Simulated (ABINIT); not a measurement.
**A GW chain in ABINIT: AlGaAs2 (zincblende [001] superlattice) (P-4m2)**

Wanted: ground state, empty states, screening and self-energy for AlGaAs2 (zincblende [001] superlattice) (P-4m2).

Program: ABINIT 10.8.3. Level of theory: PBEsol and many-body steps on it, plane waves. Results are calculated unless marked as measured.

The structure was built from a prototype and need not be the compound's stable phase.

### 1. The structure

It takes space group P-4m2 (No. 115, tetragonal). The conventional cell has a = 4.013 Å, b = 4.013 Å, c = 5.653 Å, α = 90.00°, β = 90.00°, γ = 90.00°. Nearest to Ga lie 4 As at 2.45 Å. Nearest to As lie 2 Al at 2.45 Å and 2 Ga at 2.45 Å. Nearest to Al lie 4 As at 2.45 Å. It derives from GaAs. Farther neighbours are not listed.

The structure was relaxed with PBEsol. The structure type comes from a generator and need not be one that this composition takes. The runs that relaxed it are not among those shown.

### 2. Ground state

This step: ABINIT 10.8.3; DFT, PBEsol with spin-orbit coupling, plane waves, norm-conserving pseudopotentials.

The ground-state density comes first.

File run.abi:

```
acell 3*1.0 Angstrom
rprim 
  4.012873860044 0.000000000000 0.000000000000
  0.000000000000 4.012873860044 0.000000000000
  0.000000000000 0.000000000000 5.653081698734
ntypat 3
znucl 31 33 13
natom 4
typat 1 2 3 2
xred 
  0.000000000000 0.000000000000 0.125000000000
  0.500000000000 0.000000000000 0.375237529043
  0.500000000000 0.500000000000 0.625000000000
  0.000000000000 0.500000000000 0.874762470957
pp_dirpath "pseudos"
pseudos "Ga.upf, As.upf, Al.upf"
ecut 45
nspinor 2
ngkpt 4 4 4
nshiftk 1
shiftk 0 0 0
kptopt 1
chksymbreak 0
nband 82
occopt 1
tolvrs 1e-08
nstep 60
prtwf 0
optforces 0
optstress 0
indata_prefix "in"
outdata_prefix "out"
tmpdata_prefix "tmp"
```

Command:

```bash
> OMP_NUM_THREADS=1 mpirun -n 8 abinit run.abi > log
```

Numbers of over 12 decimals in the logs are rounded to 6 here.

What it wrote:

```text
.Version 10.8.3 of ABINIT. v10.8.2 released Aug 2026.

 Symmetries : space group P-4 m 2 (#115); Bravais tP (primitive tetrag.)
================================================================================
 Values of the parameters that define the memory need of the present run
     intxc =       0    ionmov =       0      iscf =       7    lmnmax =      14
     lnmax =      14     mgfft =      72  mpssoang =       5    mqgrid =    3226
     natom =       4  nloc_mem =       1    nspden =       1   nspinor =       2
    nsppol =       1      nsym =       8    n1xccc =    2501    ntypat =       3
    occopt =       1   xclevel =       2
-    mband =          82        mffmem =           1         mkmem =           3
       mpw =        8901          nfft =      165888          nkpt =          18
================================================================================
  Rough estimation (10% accuracy) of disk space for files :
================================================================================

--------------------------------------------------------------------------------
------------- Echo of variables that govern the present computation ------------
--------------------------------------------------------------------------------
 -outvars: echo values of preprocessed input variables --------
            acell      1.8897261259E+00  1.8897261259E+00  1.8897261259E+00 Bohr

      chksymbreak           0
             ecut      4.50000000E+01 Hartree
-          fftalg         312

              ixc     -116133
              kpt      0.00000000E+00  0.00000000E+00  0.00000000E+00
                       2.50000000E-01  0.00000000E+00  0.00000000E+00
                       5.00000000E-01  0.00000000E+00  0.00000000E+00
                       2.50000000E-01  2.50000000E-01  0.00000000E+00
                       5.00000000E-01  2.50000000E-01  0.00000000E+00
                       5.00000000E-01  5.00000000E-01  0.00000000E+00
                       0.00000000E+00  0.00000000E+00  2.50000000E-01
                       2.50000000E-01  0.00000000E+00  2.50000000E-01
                       5.00000000E-01  0.00000000E+00  2.50000000E-01
   [... 7 further rows ...]
                       5.00000000E-01  2.50000000E-01  5.00000000E-01
                       5.00000000E-01  5.00000000E-01  5.00000000E-01
         kptrlatt        4    0    0      0    4    0      0    0    4
          kptrlen      3.03329303E+01
P           mkmem           3
            natom           4
            nband          82
            ngfft          48      48      72
             nkpt          18
          nspinor           2
            nstep          60
             nsym           8
           ntypat           3
              occ      1.000000  1.000000  1.000000  1.000000  1.000000  1.000000
                       1.000000  1.000000  1.000000  1.000000  1.000000  1.000000
                       1.000000  1.000000  1.000000  1.000000  1.000000  1.000000
                       1.000000  1.000000  1.000000  1.000000  1.000000  1.000000
                       1.000000  1.000000  1.000000  1.000000  1.000000  1.000000
                       1.000000  1.000000  1.000000  1.000000  1.000000  1.000000
                       1.000000  1.000000  1.000000  1.000000  1.000000  1.000000
                       1.000000  1.000000  1.000000  1.000000  1.000000  1.000000
                       1.000000  1.000000  1.000000  1.000000  1.000000  1.000000
                       1.000000  1.000000  1.000000  1.000000  1.000000  1.000000
                       1.000000  1.000000  1.000000  1.000000  1.000000  1.000000
                       1.000000  1.000000  1.000000  1.000000  0.000000  0.000000
                       0.000000  0.000000  0.000000  0.000000  0.000000  0.000000
                       0.000000  0.000000  0.000000  0.000000
        optforces           0
        optstress           0
            prtwf           0
            rprim      4.0128738600E+00  0.0000000000E+00  0.0000000000E+00
[...]
spgroup         115

           tolvrs      1.00000000E-08

             xred      0.0000000000E+00  0.0000000000E+00  1.2500000000E-01
[...]
znucl       31.00000   33.00000   13.00000

================================================================================

 chkinp: Checking input parameters for consistency.

================================================================================
== DATASET  1 ==================================================================
-   mpi_nproc: 8, omp_nthreads: 1 (-1 if OMP is not activated)

--- !DatasetInfo
iteration_state: {dtset: 1, }
dimensions: {natom: 4, nkpt: 18, mband: 82, nsppol: 1, nspinor: 2, nspden: 1, mpw: 8901, }
cutoff_energies: {ecut:  45.0, pawecutdg:  -1.0, }
electrons: {nelect:   7.00000000E+01, charge:   0.00000000E+00, occopt:   1.00000000E+00, tsmear:   1.00000000E-02, }

 Real(R)+Recip(G) space primitive vectors, cartesian coordinates (Bohr,Bohr^-1):
 R(1)=  7.5832326  0.0000000  0.0000000  G(1)=  0.1318699  0.0000000  0.0000000
 R(2)=  0.0000000  7.5832326  0.0000000  G(2)=  0.0000000  0.1318699  0.0000000
 R(3)=  0.0000000  0.0000000 10.6827762  G(3)=  0.0000000  0.0000000  0.0936086
 Unit cell volume ucvol=  6.1431749E+02 bohr^3
[...]
nproj     2     3     2     0
     spin-orbit psp
        nprojso     4     3     0
  pspatm : epsatm=    0.68869766
         --- l  ekb(1:nproj) -->
[...]
1    6.232105    0.924981    0.000189
[...]
spin-orbit 1    0.171544   -0.017660    0.007933   -0.000042
  spin-orbit 2    0.000788   -0.000785    0.000101
 pspatm: atomic psp has been read  and splines computed

   5.00489926E+03                                ecore*ucvol(ha*bohr**3)
--------------------------------------------------------------------------------

_setup2: Arith. and geom. avg. npw (full set) are    8855.453    8855.444

================================================================================

--- !BeginCycle
iteration_state: {dtset: 1, }
solver: {iscf: 7, nstep: 60, nline: 4, wfoptalg: 0, }
tolerances: {tolvrs: 1.00E-08, }

     iter   Etot(hartree)      deltaE(h)  residm     vres2
 ETOT  1  -840.20727167807    -8.402E+02 1.175E+00 6.988E+04
 ETOT  2  -844.59622081236    -4.389E+00 1.384E+00 1.452E+05
 ETOT  3  -857.91003750888    -1.331E+01 1.620E-01 2.139E+04
 ETOT  4  -859.44328661114    -1.533E+00 3.724E-01 9.915E+03
 ETOT  5  -859.80552640505    -3.622E-01 2.214E-02 5.970E+03
 ETOT  6  -860.19422944429    -3.887E-01 2.502E-02 2.049E+03
 ETOT  7  -860.23721383883    -4.298E-02 7.827E-03 1.562E+03
 ETOT  8  -860.30741475697    -7.020E-02 2.749E-03 8.301E+02
 ETOT  9  -860.37315150002    -6.574E-02 1.463E-02 1.361E+02
 ETOT 10  -860.38632042917    -1.317E-02 3.160E-02 3.811E-01
 ETOT 11  -860.38639836367    -7.793E-05 2.653E-03 1.173E-01
 ETOT 12  -860.38640710945    -8.746E-06 2.625E-03 7.769E-03
 ETOT 13  -860.38640758151    -4.721E-07 8.555E-04 5.848E-04
 ETOT 14  -860.38640761537    -3.386E-08 1.254E-03 2.779E-05
 ETOT 15  -860.38640762202    -6.656E-09 6.429E-04 5.846E-06
 ETOT 16  -860.38640762327    -1.246E-09 6.890E-04 2.392E-07
 ETOT 17  -860.38640762329    -2.296E-11 4.596E-04 1.181E-09

 At SCF step   17       vres2   =  1.18E-09 < tolvrs=  1.00E-08 =>converged.

--- !ResultsGS
iteration_state: {dtset: 1, }
comment   : Summary of ground state results
lattice_vectors:
- [  7.5832326,   0.0000000,   0.0000000, ]
- [  0.0000000,   7.5832326,   0.0000000, ]
- [  0.0000000,   0.0000000,  10.6827762, ]
lattice_lengths: [   7.58323,    7.58323,   10.68278, ]
lattice_angles: [ 90.000,  90.000,  90.000, ] # degrees, (23, 13, 12)
lattice_volume:   6.1431749E+02
convergence: {deltae: -2.296E-11, res2:  1.181E-09, residm:  4.596E-04, diffor:  0.000E+00, }
etotal    :  -8.60386408E+02
entropy   :   0.00000000E+00
fermie    :   1.89877201E-01
cartesian_stress_tensor: null
pressure_GPa: null
xred      :
- [  0.0000E+00,   0.0000E+00,   1.2500E-01, Ga]
- [  5.0000E-01,   0.0000E+00,   3.7524E-01, As]
- [  5.0000E-01,   5.0000E-01,   6.2500E-01, Al]
- [  0.0000E+00,   5.0000E-01,   8.7476E-01, As]
cartesian_forces: null
force_length_stats: {min: null, max: null, mean: null, }

 Integrated electronic density in atomic spheres:
 ------------------------------------------------
 Atom  Sphere_radius  Integrated_density
[...]
4        2.00000         20.40991824
================================================================================

 ----iterations are completed or convergence reached----

 Mean square residual over all n,k,spin=   19.037E-07; max=  45.963E-05
 reduced coordinates (array xred) for    4 atoms
       0.000000000000      0.000000000000      0.125000000000
       0.500000000000      0.000000000000      0.375237529043
       0.500000000000      0.500000000000      0.625000000000
       0.000000000000      0.500000000000      0.874762470957
 rms dE/dt=  0.0000E+00; max dE/dt=  0.0000E+00; dE/dt below (all hartree)
    1       0.000000000000      0.000000000000      0.000000000000
    2       0.000000000000      0.000000000000      0.000000000000
    3       0.000000000000      0.000000000000      0.000000000000
    4       0.000000000000      0.000000000000      0.000000000000

 cartesian coordinates (angstrom) at end:
    1      0.000000     0.000000     0.706635
    2      2.006437     0.000000     2.121248
    3      2.006437     2.006437     3.533176
    4      0.000000     2.006437     4.945104
 length scales=  1.889726125908  1.889726125908  1.889726125908 bohr
              =  1.000000000000  1.000000000000  1.000000000000 angstroms
 prteigrs : about to open file out_EIG
 Fermi (or HOMO) energy (hartree) =   0.18988   Average Vxc (hartree)=  -0.36011
 Eigenvalues (hartree) for nkpt=  18  k points:
 kpt#   1, nband= 82, wtk=  0.01563, kpt=  0.0000  0.0000  0.0000 (reduced coord)
  -6.57481   -6.57481   -6.57481   -6.57481   -5.07916   -5.07916   -4.62553   -4.62553
  -4.62552   -4.62552   -4.44124   -4.44124   -4.44123   -4.44123   -4.44054   -4.44054
  -4.44054   -4.44054   -3.36261   -3.36261   -3.22927   -3.22927   -3.22910   -3.22910
  -1.10776   -1.10776   -1.10773   -1.10773   -1.10694   -1.10694   -1.10693   -1.10693
  -1.08121   -1.08121   -1.08121   -1.08121   -1.08047   -1.08047   -1.08041   -1.08041
  -1.08016   -1.08016   -1.08015   -1.08015   -0.36101   -0.36101   -0.36014   -0.36014
  -0.34504   -0.34504   -0.34301   -0.34301   -0.34265   -0.34265   -0.26566   -0.26566
  -0.18339   -0.18339   -0.03872   -0.03872    0.09452    0.09452    0.09836    0.09836
   0.17782    0.17782    0.18902    0.18902    0.18988    0.18988    0.22274    0.22274
   0.23722    0.23722    0.26166    0.26166    0.32914    0.32914    0.33323    0.33323
   0.33336    0.33336
 prteigrs : prtvol=0 or 1, do not print more k-points.

--- !EnergyTerms
iteration_state     : {dtset: 1, }
comment             : Components of total free energy in Hartree
kinetic             :  3.93277807338607E+02
hartree             :  3.98784158437086E+02
xc                  : -8.11982911039421E+01
Ewald energy        : -3.46617645288223E+02
psp_core            :  8.14708897445984E+00
local_psp           : -1.02199269644228E+03
non_local_psp       : -2.10786829538996E+02
total_energy        : -8.60386407623292E+02
total_energy_eV     : -2.34123068586295E+04
band_energy         : -1.35402179953746E+02

== END DATASET(S) ==============================================================
================================================================================

 -outvars: echo values of variables after computation  --------
           etotal     -8.6038640762E+02
            nband          82
             nkpt          18
          spgroup         115
 [... the other variables as echoed above ...]

 Calculation completed.
```

Elapsed: 14 min, on 8 MPI ranks of Arm Neoverse N1, shared host; peak memory 1.3 GiB; 1.8 h of CPU time.

Numbers from this step:

```
total energy               : -23412.3069 eV
gap                        : 0.8942 eV
k of the valence top       : 0, 0, 0
k of the conduction bottom : 0, 0, 0
least direct gap           : 0.8942 eV
```

The gap is direct, at Γ.

[end of part 1 of 3]

[Paths, hosts, dates, memory and timing lines, banners, echoed tables and standing remarks are left out of the program output.]

[Logs are printed without paths, hosts, clocks, repeated set-up lines and the standing remarks that a program may print on its own settings, such as how far it seeks lower states.]

[Runs of the session that timed out or met a known fault of the program may be left out.]

[Hosts, paths, dates, database ids (printed as entryN), source tags and the programs' standing remarks are cut or masked in the printed files.]

[G0W0 gaps are taken among the corrected bands and points alone; a level outside them can change the order at an edge.]

[Where Ansatz stands beside ABINIT at settings called matched, ABINIT's density can come from a denser mesh and the files from another edition; pairs whose starting gaps differed by over 0.03 eV were left out, so agreement reads better than it is.]
